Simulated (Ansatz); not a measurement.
# Y on Ni(100): change of the work function

Aim: the work function of Ni(100) at several coverages of Y (hollow site), and the dipole that each adsorbate carries.

Program: Ansatz 0.2.0. Level of theory: plane-wave DFT, PBE, Ansatz PAW. Values are calculated unless marked as measured.

## (1) Starting point

The cell holds 4 atoms: 4 Ni. Cell: a = 2.489 Å, b = 2.489 Å, c = 23.280 Å, α = 90.0°, β = 90.0°, γ = 90.0°. Vacuum lies along c.

## (2) The clean slab

The bare slab comes first, as the zero from which every change is counted. The two lowest layers are held at bulk places and the upper ones relax. The dipole correction removes the false field that a one-sided slab makes across the periodic vacuum, so each face gets a flat vacuum level of its own.

input.yaml

```yaml
crystal:
  lattice:
    - [2.4890158698, 0.0, 0.0]
    - [0.0, 2.4890158698, 0.0]
    - [0.0, 0.0, 23.28]
  atoms:
    - { symbol: Ni, position: [0.5, 0.5, 0.3865979381], spin: 0.7 }
    - { symbol: Ni, position: [0.0, 0.0, 0.4621993127], spin: 0.7 }
    - { symbol: Ni, position: [0.5, 0.5, 0.5378006873], spin: 0.7 }
    - { symbol: Ni, position: [0.0, 0.0, 0.6134020619], spin: 0.7 }
magnetization:
  spin_polarized: true
kpoints:
  mp_grid: { grid: [12, 12, 1] }
hamiltonian:
  xc: pbe
scf:
  occupations: { method: fermi_dirac, width: 0.1 }
  convergence: { dr2_threshold: 1.0e-08 }
efield:
  axis: 3
  dipole_correction: true
  ramp_position: 0.97
  ramp_width: 0.06
relax:
  f_tol: 0.02
  max_steps: 60
  constraints: [{ sites: [0, 1] }]
output:
  write_potential: true
  write_density: true
  volumetric_format: npy
```

The run is started by

```bash
ansatz run input.yaml --threads 4 --pin off --max-ram 16384MiB --backend cpu --events-out ev --progress --plain --runs-dir out
```

Standard output:

```text
Engine: ansatz 0.2.0, aarch64-unknown-linux-gnu
Pseudopotentials: kind: paw
Pseudopotential: Ni, paw, valence charge 18, recommended cutoff 420 eV (normal), Ni.paw.azcp
Functional definition: PBE
  parameter kappa = 0.804
  parameter beta = 0.066725
  exchange = pbe_x(kappa = kappa, mu = beta*pi^2/3)
  correlation = pbe_c(beta = beta)
Crystal: 4 atoms, lattice volume = 144.224 Å³
Basis set: ecut = 420 eV, 2797 PW (Γ), exchange–correlation on 36×36×320 points (8 copies of the dense FFT grid, shifted against one another)
Bands: 45, of which v1, the nominal top of the filled ones, is band 36 counted from 1 (35 counted from 0)
Symmetry: 8 space group operations
k-points: 28 of 144
Non-local potential: Ni, projectors of the file, l = 0: 3, l = 1: 2, l = 2: 3, l = 3: 1
PAW form: soft (Blöchl's): semilocal exchange-correlation on the pseudo side does not see the compensation charge
PAW one-centre angular grid: Ni, 590 points (default); XC on 64 Gauss nodes
Initial density: superposition of atomic densities (neutral atoms: chi_scale 0, normalization atom)
Starting moments: Σ|m| = 2.8 μB on 4 of 4 sites
Initial wavefunctions: pseudopotential atomic-orbital guess
Functional: x = pbe(κ = 0.804, μ = 0.219515), c = pbe(β = 0.066725)
SCF iter   1: F=—  HF=-23353.273584 eV  |F-HF|=—  |Δ(HF+E_count)|=         —  Δρ=2.27e-2 (↑1.48e-2 ↓2.27e-2)  dr2=3.71e0  dr2_m=2.44e-1  M=2.982 μB ∫|m|=3.119 μB  β_m=1.00  ethr=3.10e-3  p=-0.000 e·Å  D=-6.64e-14 V/Å  ΔV_dip=0.00 eV  dr2_dipole=1.59e-8  V_vac-E_F(+/−)=7.12/7.12 eV  ⟨swp⟩=12.1  Hψ=13190  notcnv=0  defer=20
Mixer restart at iter 1: flushing history
efield: sawtooth ramp at fractional position 0.9700 (set: `efield.ramp_position`, or a place that a band, a saddle search or an elastic batch's reference lends), width 0.0600; the density the first Hamiltonian is built on has a dipole p = -0.000 e·Å; the dipole correction subtracts the counter field D = -6.64e-14 V/Å, which shifts the + side's vacuum level by +0.00 eV against the − side's; the planar-averaged density in the ramp window peaks in size at 2.1e-5 e/Å³
preconditioner: auto → LDOS  [metal: Δε(μ)=0.011 eV  Ē_g=6.947 eV  σ=0.100 eV  W_gap=0.03  n_scr=18 (ndim 8)  ℏωp=19.6 eV  f_vac=0.627  D(μ)=8.52/eV (n_scr^D=84)]
spin=Collinear: LDOS preconditioning applied to the charge; magnetization (m = ρ↑ − ρ↓) channel mixes plain (no charge-response kernel on spin).
SCF iter   2: F=—  HF=-23353.965802 eV  |F-HF|=—  |Δ(HF+E_count)|=   6.92e-1  Δρ=1.21e-2 (↑1.21e-2 ↓9.33e-3)  dr2=7.32e-1  dr2_m=5.55e-3  M=2.942 μB ∫|m|=3.205 μB  β_m=0.33  ethr=3.10e-3  p=-0.000 e·Å  D=-5.03e-4 V/Å  ΔV_dip=0.01 eV  dr2_dipole=3.44e-4  V_vac-E_F(+/−)=6.25/6.24 eV  ⟨swp⟩=2.6  Hψ=4391  notcnv=0  defer=71
density mixer auto → msr1: a metal under ldos (density of states about μ 3.98 of a free-electron gas's, 18 screened modes)
SCF iter   3: F=—  HF=-23355.551918 eV  |F-HF|=—  |Δ(HF+E_count)|=    1.59e0  Δρ=4.88e-3 (↑4.88e-3 ↓4.71e-3)  dr2=1.34e-1  dr2_m=2.77e-3  M=2.939 μB ∫|m|=3.247 μB  β_m=0.46  ethr=1.02e-3  p=0.000 e·Å  D=3.79e-5 V/Å  ΔV_dip=-0.00 eV  dr2_dipole=3.40e-4  V_vac-E_F(+/−)=5.73/5.73 eV  ⟨swp⟩=3.0  Hψ=4152  notcnv=0  defer=71
SCF iter   4: F=—  HF=-23356.854318 eV  |F-HF|=—  |Δ(HF+E_count)|=         —  Δρ=5.23e-3 (↑4.55e-3 ↓5.23e-3)  dr2=8.94e-2  dr2_m=2.31e-3  M=2.908 μB ∫|m|=3.268 μB  β_m=0.46  ethr=1.86e-4  p=0.000 e·Å  D=3.25e-4 V/Å  ΔV_dip=-0.01 eV  dr2_dipole=2.72e-4  V_vac-E_F(+/−)=5.25/5.26 eV  ⟨swp⟩=3.1  Hψ=4802  notcnv=0  defer=73
SCF iter   5: F=—  HF=-23357.159715 eV  |F-HF|=—  |Δ(HF+E_count)|=   3.05e-1  Δρ=4.07e-3 (↑1.37e-3 ↓4.07e-3)  dr2=2.79e-2  dr2_m=4.11e-3  M=2.834 μB ∫|m|=3.203 μB  β_m=0.73  ethr=1.24e-4  p=0.000 e·Å  D=4.54e-4 V/Å  ΔV_dip=-0.01 eV  dr2_dipole=8.32e-6  V_vac-E_F(+/−)=5.09/5.10 eV  ⟨swp⟩=2.2  Hψ=4058  notcnv=0  defer=82
SCF iter   6: F=—  HF=-23357.242206 eV  |F-HF|=—  |Δ(HF+E_count)|=   8.25e-2  Δρ=3.24e-3 (↑1.11e-3 ↓3.24e-3)  dr2=1.63e-2  dr2_m=1.92e-3  M=2.757 μB ∫|m|=3.129 μB  β_m=0.87  ethr=3.88e-5  p=0.000 e·Å  D=5.28e-6 V/Å  ΔV_dip=-0.00 eV  dr2_dipole=5.76e-6  V_vac-E_F(+/−)=4.96/4.96 eV  ⟨swp⟩=2.1  Hψ=4145  notcnv=0  defer=90
SCF iter   7: F=—  HF=-23357.242451 eV  |F-HF|=—  |Δ(HF+E_count)|=   2.45e-4  Δρ=1.82e-3 (↑1.56e-3 ↓1.82e-3)  dr2=9.87e-3  dr2_m=8.37e-5  M=2.755 μB ∫|m|=3.127 μB  β_m=0.66  ethr=2.26e-5  p=0.000 e·Å  D=3.27e-4 V/Å  ΔV_dip=-0.01 eV  dr2_dipole=7.54e-5  V_vac-E_F(+/−)=4.88/4.89 eV  ⟨swp⟩=2.4  Hψ=4725  notcnv=0  defer=98
SCF iter   8: F=—  HF=-23357.240247 eV  |F-HF|=—  |Δ(HF+E_count)|=   2.20e-3  Δρ=2.55e-4 (↑1.49e-4 ↓2.55e-4)  dr2=1.70e-4  dr2_m=2.56e-5  M=2.755 μB ∫|m|=3.126 μB  β_m=0.74  ethr=1.37e-5  p=-0.000 e·Å  D=-1.23e-5 V/Å  ΔV_dip=0.00 eV  dr2_dipole=2.02e-6  V_vac-E_F(+/−)=4.91/4.91 eV  ⟨swp⟩=2.0  Hψ=3863  notcnv=0  defer=95
SCF iter   9: F=—  HF=-23357.240285 eV  |F-HF|=—  |Δ(HF+E_count)|=   3.76e-5  Δρ=2.28e-4 (↑1.75e-4 ↓2.28e-4)  dr2=8.95e-5  dr2_m=2.42e-5  M=2.752 μB ∫|m|=3.123 μB  β_m=0.72  ethr=2.35e-7  p=0.000 e·Å  D=1.30e-4 V/Å  ΔV_dip=-0.00 eV  dr2_dipole=5.69e-6  V_vac-E_F(+/−)=4.89/4.89 eV  ⟨swp⟩=3.1  Hψ=5271  notcnv=0  defer=95
SCF iter  10: F=—  HF=-23357.240274 eV  |F-HF|=—  |Δ(HF+E_count)|=   1.09e-5  Δρ=1.36e-4 (↑1.03e-4 ↓1.36e-4)  dr2=4.25e-5  dr2_m=4.06e-6  M=2.751 μB ∫|m|=3.123 μB  β_m=0.67  ethr=1.24e-7  p=-0.000 e·Å  D=-5.54e-5 V/Å  ΔV_dip=0.00 eV  dr2_dipole=1.87e-7  V_vac-E_F(+/−)=4.88/4.88 eV  ⟨swp⟩=2.4  Hψ=4528  notcnv=0  defer=95
SCF iter  11: F=—  HF=-23357.240265 eV  |F-HF|=—  |Δ(HF+E_count)|=   9.06e-6  Δρ=4.36e-5 (↑3.22e-5 ↓4.36e-5)  dr2=6.02e-6  dr2_m=2.16e-7  M=2.751 μB ∫|m|=3.123 μB  β_m=0.74  ethr=5.90e-8  p=-0.000 e·Å  D=-1.22e-5 V/Å  ΔV_dip=0.00 eV  dr2_dipole=2.13e-7  V_vac-E_F(+/−)=4.88/4.88 eV  ⟨swp⟩=2.1  Hψ=3389  notcnv=0  defer=95
SCF iter  12: F=—  HF=-23357.240265 eV  |F-HF|=—  |Δ(HF+E_count)|=   8.11e-7  Δρ=7.83e-6 (↑5.13e-6 ↓7.83e-6)  dr2=2.13e-7  dr2_m=3.28e-8  M=2.751 μB ∫|m|=3.123 μB  β_m=0.71  ethr=8.36e-9  p=-0.000 e·Å  D=-6.07e-7 V/Å  ΔV_dip=0.00 eV  dr2_dipole=4.93e-9  V_vac-E_F(+/−)=4.88/4.88 eV  ⟨swp⟩=2.5  Hψ=4576  notcnv=0  defer=95
SCF iter  13: F=—  HF=-23357.240266 eV  |F-HF|=—  |Δ(HF+E_count)|=   2.53e-7  Δρ=4.72e-6 (↑3.25e-6 ↓4.72e-6)  dr2=1.06e-8  dr2_m=1.72e-8  M=2.751 μB ∫|m|=3.123 μB  β_m=0.85  ethr=2.96e-10  p=-0.000 e·Å  D=-1.92e-7 V/Å  ΔV_dip=0.00 eV  dr2_dipole=6.69e-11  V_vac-E_F(+/−)=4.88/4.88 eV  ⟨swp⟩=2.6  Hψ=4081  notcnv=0  defer=95
[...]
spin=Collinear: LDOS preconditioning applied to the charge; magnetization (m = ρ↑ − ρ↓) channel mixes plain (no charge-response kernel on spin).
SCF iter   2: F=—  HF=-23357.251606 eV  |F-HF|=—  |Δ(HF+E_count)|=   2.08e-3  Δρ=4.93e-4 (↑4.93e-4 ↓4.31e-4)  dr2=2.42e-3  dr2_m=1.26e-5  M=2.753 μB ∫|m|=3.125 μB  β_m=0.33  ethr=1.74e-5  p=0.001 e·Å  D=8.92e-4 V/Å  ΔV_dip=-0.02 eV  dr2_dipole=6.01e-4  V_vac-E_F(+/−)=4.85/4.87 eV  ⟨swp⟩=2.0  Hψ=4020  notcnv=0  defer=97
density mixer auto → msr1: a metal under ldos (density of states about μ 3.61 of a free-electron gas's, 18 screened modes)
SCF iter   3: F=—  HF=-23357.251435 eV  |F-HF|=—  |Δ(HF+E_count)|=   1.70e-4  Δρ=4.88e-4 (↑4.88e-4 ↓2.49e-4)  dr2=7.45e-4  dr2_m=9.23e-5  M=2.753 μB ∫|m|=3.125 μB  β_m=0.45  ethr=3.36e-6  p=0.001 e·Å  D=1.05e-3 V/Å  ΔV_dip=-0.02 eV  dr2_dipole=1.32e-4  V_vac-E_F(+/−)=4.85/4.87 eV  ⟨swp⟩=1.7  Hψ=2899  notcnv=0  defer=97
SCF iter   4: F=—  HF=-23357.251505 eV  |F-HF|=—  |Δ(HF+E_count)|=   7.03e-5  Δρ=2.40e-4 (↑2.32e-4 ↓2.40e-4)  dr2=9.17e-5  dr2_m=6.34e-5  M=2.751 μB ∫|m|=3.123 μB  β_m=0.53  ethr=1.03e-6  p=0.000 e·Å  D=5.67e-4 V/Å  ΔV_dip=-0.01 eV  dr2_dipole=1.16e-5  V_vac-E_F(+/−)=4.86/4.88 eV  ⟨swp⟩=1.7  Hψ=3009  notcnv=0  defer=97
SCF iter   5: F=—  HF=-23357.251553 eV  |F-HF|=—  |Δ(HF+E_count)|=   4.73e-5  Δρ=1.13e-4 (↑1.13e-4 ↓1.13e-4)  dr2=1.01e-5  dr2_m=1.59e-5  M=2.750 μB ∫|m|=3.121 μB  β_m=0.77  ethr=1.27e-7  p=0.000 e·Å  D=2.75e-4 V/Å  ΔV_dip=-0.01 eV  dr2_dipole=3.83e-6  V_vac-E_F(+/−)=4.88/4.88 eV  ⟨swp⟩=2.0  Hψ=4028  notcnv=0  defer=97
SCF iter   6: F=—  HF=-23357.251569 eV  |F-HF|=—  |Δ(HF+E_count)|=   1.68e-5  Δρ=7.85e-5 (↑5.67e-5 ↓7.85e-5)  dr2=3.06e-5  dr2_m=6.48e-7  M=2.749 μB ∫|m|=3.121 μB  β_m=0.66  ethr=1.40e-8  p=0.000 e·Å  D=1.79e-5 V/Å  ΔV_dip=-0.00 eV  dr2_dipole=5.26e-6  V_vac-E_F(+/−)=4.88/4.88 eV  ⟨swp⟩=2.9  Hψ=5168  notcnv=0  defer=97
SCF iter   7: F=—  HF=-23357.251567 eV  |F-HF|=—  |Δ(HF+E_count)|=   2.72e-6  Δρ=2.43e-5 (↑2.43e-5 ↓2.06e-5)  dr2=3.46e-6  dr2_m=1.90e-7  M=2.749 μB ∫|m|=3.120 μB  β_m=0.58  ethr=1.40e-8  p=0.000 e·Å  D=3.63e-5 V/Å  ΔV_dip=-0.00 eV  dr2_dipole=8.58e-7  V_vac-E_F(+/−)=4.88/4.88 eV  ⟨swp⟩=2.1  Hψ=4407  notcnv=0  defer=97
SCF iter   8: F=—  HF=-23357.251567 eV  |F-HF|=—  |Δ(HF+E_count)|=   1.71e-7  Δρ=1.64e-5 (↑7.45e-6 ↓1.64e-5)  dr2=4.31e-7  dr2_m=7.83e-8  M=2.749 μB ∫|m|=3.120 μB  β_m=0.56  ethr=4.80e-9  p=0.000 e·Å  D=4.07e-5 V/Å  ΔV_dip=-0.00 eV  dr2_dipole=1.86e-8  V_vac-E_F(+/−)=4.88/4.88 eV  ⟨swp⟩=2.3  Hψ=3810  notcnv=0  defer=97
SCF iter   9: F=—  HF=-23357.251567 eV  |F-HF|=—  |Δ(HF+E_count)|=   2.09e-7  Δρ=6.24e-6 (↑6.24e-6 ↓6.00e-6)  dr2=8.28e-8  dr2_m=2.06e-8  M=2.748 μB ∫|m|=3.120 μB  β_m=0.54  ethr=5.99e-10  p=0.000 e·Å  D=3.78e-5 V/Å  ΔV_dip=-0.00 eV  dr2_dipole=2.72e-9  V_vac-E_F(+/−)=4.88/4.88 eV  ⟨swp⟩=2.8  Hψ=4699  notcnv=0  defer=97
SCF iter  10: F=—  HF=-23357.251567 eV  |F-HF|=—  |Δ(HF+E_count)|=   6.34e-9  Δρ=4.09e-6 (↑1.47e-6 ↓4.09e-6)  dr2=1.12e-8  dr2_m=8.04e-9  M=2.748 μB ∫|m|=3.120 μB  β_m=0.58  ethr=1.15e-10  p=0.000 e·Å  D=4.37e-5 V/Å  ΔV_dip=-0.00 eV  dr2_dipole=1.51e-10  V_vac-E_F(+/−)=4.88/4.88 eV  ⟨swp⟩=2.6  Hψ=4378  notcnv=0  defer=97
SCF iter  11: F=—  HF=-23357.251567 eV  |F-HF|=—  |Δ(HF+E_count)|=   2.99e-8  Δρ=1.39e-6 (↑1.36e-6 ↓1.39e-6)  dr2=4.68e-9  dr2_m=1.47e-9  M=2.748 μB ∫|m|=3.120 μB  β_m=0.55  ethr=1.56e-11  p=0.000 e·Å  D=4.29e-5 V/Å  ΔV_dip=-0.00 eV  dr2_dipole=9.23e-10  V_vac-E_F(+/−)=4.88/4.88 eV  ⟨swp⟩=2.4  Hψ=4299  notcnv=0  defer=97
SCF iter  12: F=-23357.251567 eV  HF=-23357.251567 eV  |F-HF|=5.46e-10  |Δ(HF+E_count)|=  4.22e-10  Δρ=7.51e-7 (↑2.52e-7 ↓7.51e-7)  dr2=3.17e-9  dr2_m=1.71e-10  M=2.748 μB ∫|m|=3.120 μB  ethr=6.50e-12  p=0.000 e·Å  D=4.46e-5 V/Å  ΔV_dip=-0.00 eV  dr2_dipole=5.60e-10  V_vac-E_F(+/−)=4.88/4.88 eV  ⟨swp⟩=6.8  Hψ=16903  notcnv=0
SCF 3 converged in 12 iterations: F = -23357.251567 eV  dr2 = 3.17e-9
  greatest PAW one-centre occupation: 1.001 electrons in one spin orbital (limit 2), on the Ni atom at site 3 (counted from 0), in its partial waves of l = 1
relax step   3: F+E_penalty+E_count = -23357.25156682 eV  Δ(F+E_penalty+E_count) = -4.782e-3 eV  max|allowed force component| = 1.641e-2 eV/Å  Δτ_max = 0.0268 Å  (12 SCF iters, accepted)
NSCF: frozen V_eff on 28 k-points
the band table was solved once a step of the walk had ended and its energy, with any forces and stress, was formed, with the checks that follow a solve (14613 applications of the Hamiltonian). They found nothing against the state; the energy, forces and stress were not computed again (output.eigenvalues in the input reference)
WARN: The output density's exchange-correlation potential varies sharply where the density is thin. Do not read a vacuum level from v_tot or v_xc, or from such a field of the output density. On a cell that repeats whose density bears no net charge and no dipole along the vacuum's axis use v_es (v_loc + v_h of the components); under efield.dipole_correction with no amplitude use v_es + v_field, which holds any externa [...]
SCF converged after 12 iterations
Magnetization: 2.7484 μB (37.3742 up, 34.6258 down)
Absolute magnetization: 3.1226 μB (∫|ρ↑−ρ↓|, with the PAW one-centre terms)
Spin contamination: 0.0390 ħ² per cell (⟨S²⟩ above its minimum at these occupations)
Per-site moments (μB) at R_I (Å): [(0.762882, 1.026719), (0.693008, 1.026719), (0.696430, 1.007501), (0.757957, 1.007501)]
Free energy (F): -23357.251567 eV
Harris-Foulkes:  -23357.251567 eV  (|F-HF|=5.46e-10)
Internal energy: -23357.011351 eV  (E = F + TS)
E sigma→0 (E₀):  -23357.131459 eV
Entropy (-TS):   -0.240216 eV (-60.054 meV/atom)
Fermi energy:    2.140071 eV
Dipole field:    D = 0.000007 V/Å  (p = 0.000006 e·Å, saw-weighted, corrected)
Work function:   Φ+ = 4.8828 eV   Φ− = 4.8830 eV
Levels:          The Fermi level and band energies are counted from a zero that moves with the ramp; work functions are not
--- Per-component energies (eV) ---
  E_band       = -2276.906321
  E_kinetic    = 1125.839521
  E_local      = -160320.726058  (includes V_loc(G=0)·N_el)
  E_nonlocal   = 2550.732742
  E_hartree    = 78456.156364
  E_xc         = -335.347096
  E_vxc        = -432.080370  (∫ρ·V_xc dr)
  E_paw        = -6525.524441  (= ΣΔE_a)
  E_vpaw       = -2112.983663  (= ΣTr[D̂ρ^β])
  E_aug_tail   = 0.002110  (compensation charges beyond the density's cutoff)
  E_efield     = 0.000000  (sawtooth field / dipole correction)
  E_vefield    = 0.000003  (∫n·V_field dr)
  E_ewald      = 61691.855507
  E_smearing   = -0.240216  (= −TS)
  E_closure    = 0.000000  (closes the sum)
  Σ components = -23357.251567   (vs F -23357.251567, Δ=0.00e0)
--- Forces (eV/Å), atoms counted from 1 ---
  atom   1  Ni    -0.00000000     0.00000000     0.33191270
  atom   2  Ni    -0.00000000     0.00000000    -0.32933477
  atom   3  Ni    -0.00000000     0.00000000    -0.01641471
  atom   4  Ni     0.00000000     0.00000000     0.01384867
  max |Σ_I F_I| component: 1.19e-5 eV/Å
--- Band table (eV; the first three rows and the last of 56) ---
  k-point 0 ↑: bands = [... 32 lower, 1.1728, 1.2119, 1.2119, 1.4613, 1.5649, 1.5845, 1.5845, 2.2601, ... 5 higher]
  k-point 1 ↑: bands = [... 32 lower, 0.9720, 1.0134, 1.3137, 1.3535, 1.3948, 1.5289, 1.6083, 2.6289, ... 5 higher]
  k-point 2 ↑: bands = [... 32 lower, 0.8601, 0.8667, 1.2735, 1.3092, 1.4367, 1.5181, 1.6057, 3.3597, ... 5 higher]
  k-point 27 ↓: bands = [... 32 lower, 2.4956, 2.5557, 2.7827, 2.8183, 5.6265, 5.6265, 8.0826, 8.0826, ... 5 higher]
--- Relaxed structure (3 steps of the walk, 3 accepted, 0 SCFs on fresh bases) ---
  F+E_penalty+E_count = -23357.25156682 eV   max|allowed force component| = 1.641e-2 eV/Å
  atoms:
    - { symbol: Ni, position: [0.5, 0.5, 0.386598] }
    - { symbol: Ni, position: [0.0, 0.0, 0.4621993127] }
    - { symbol: Ni, position: [0.5, 0.5, 0.538752] }
    - { symbol: Ni, position: [0, 0.0, 0.611496] }
```

It took 47 s on 4 threads of Arm Neoverse V1, shared host; peak memory 0.6 GiB.

Step by step:

| step | energy less that of the first step (eV) | largest force component (eV/Å) |
| --- | --- | --- |
| 1 | 0.0000 | 0.3940 |
| 2 | -0.0065 | 0.2673 |
| 3 | -0.0113 | 0.0164 |

The run keeps the 8 symmetry operations that the program found, so distortions that break them were not tested.

The atoms that moved most (Å):

| atom | dx | dy | dz | length |
| --- | --- | --- | --- | --- |
| Ni4 | 0.000 | 0.000 | -0.044 | 0.044 |
| Ni3 | 0.000 | 0.000 | 0.022 | 0.022 |

Numbers from this step:

| Item | Value |
| --- | --- |
| energy at zero smearing | -23357.1315 eV |
| total moment | 2.748 μB |
| site moments | 0.7629, 0.6930, 0.6964, 0.7580 μB |
| work function, upper face | 4.883 eV |
| dipole along the normal | 5.64e-6 e·Å |

Running mean over 1.76 Å of the planar mean; the ramp of the sawtooth is left out. Electron's electrostatic potential energy less the Fermi level against z:

| z (Å) | electron's electrostatic potential energy less the Fermi level (eV) |
| --- | --- |
| 3 | 4.88 |
| 4 | 4.88 |
| 5 | 4.88 |
| 6 | 4.84 |
| 7 | 4.38 |
| 8 | -1.70 |
| 9 | -9.86 |
| 10 | -10.3 |
| 11 | -10.3 |
| 12 | -10.2 |
| 13 | -10.9 |
| 14 | -10.5 |
| 15 | -4.60 |
| 16 | 3.97 |
| 17 | 4.81 |
| 18 | 4.88 |
| 19 | 4.88 |
| 20 | 4.88 |

Site moment by atom:

| atom | site moment (μB) |
| --- | --- |
| Ni1 | 0.763 |
| Ni2 | 0.693 |
| Ni3 | 0.696 |
| Ni4 | 0.758 |

The relaxation took 3 steps and lowered the energy by 0.011 eV; the largest force on the free atoms ends at 0.016 eV/Å.

The work function of the upper face is 4.88 eV.

[end of part 1 of 4]

[Long decimals in the printed logs are rounded to 6 places.]

[Logs are printed without paths, hosts, clocks, repeated set-up lines and the standing remarks that a program may print on its own settings, such as how far it seeks lower states.]

[Hosts, paths, dates, database ids (printed as entryN), source tags and the programs' standing remarks are cut or masked in the printed files.]

[Maps of the electrostatic potential energy from Ansatz leave out the sawtooth potential of an applied field or a dipole correction, so their vacuum need not be flat; planar profiles and work functions include it.]
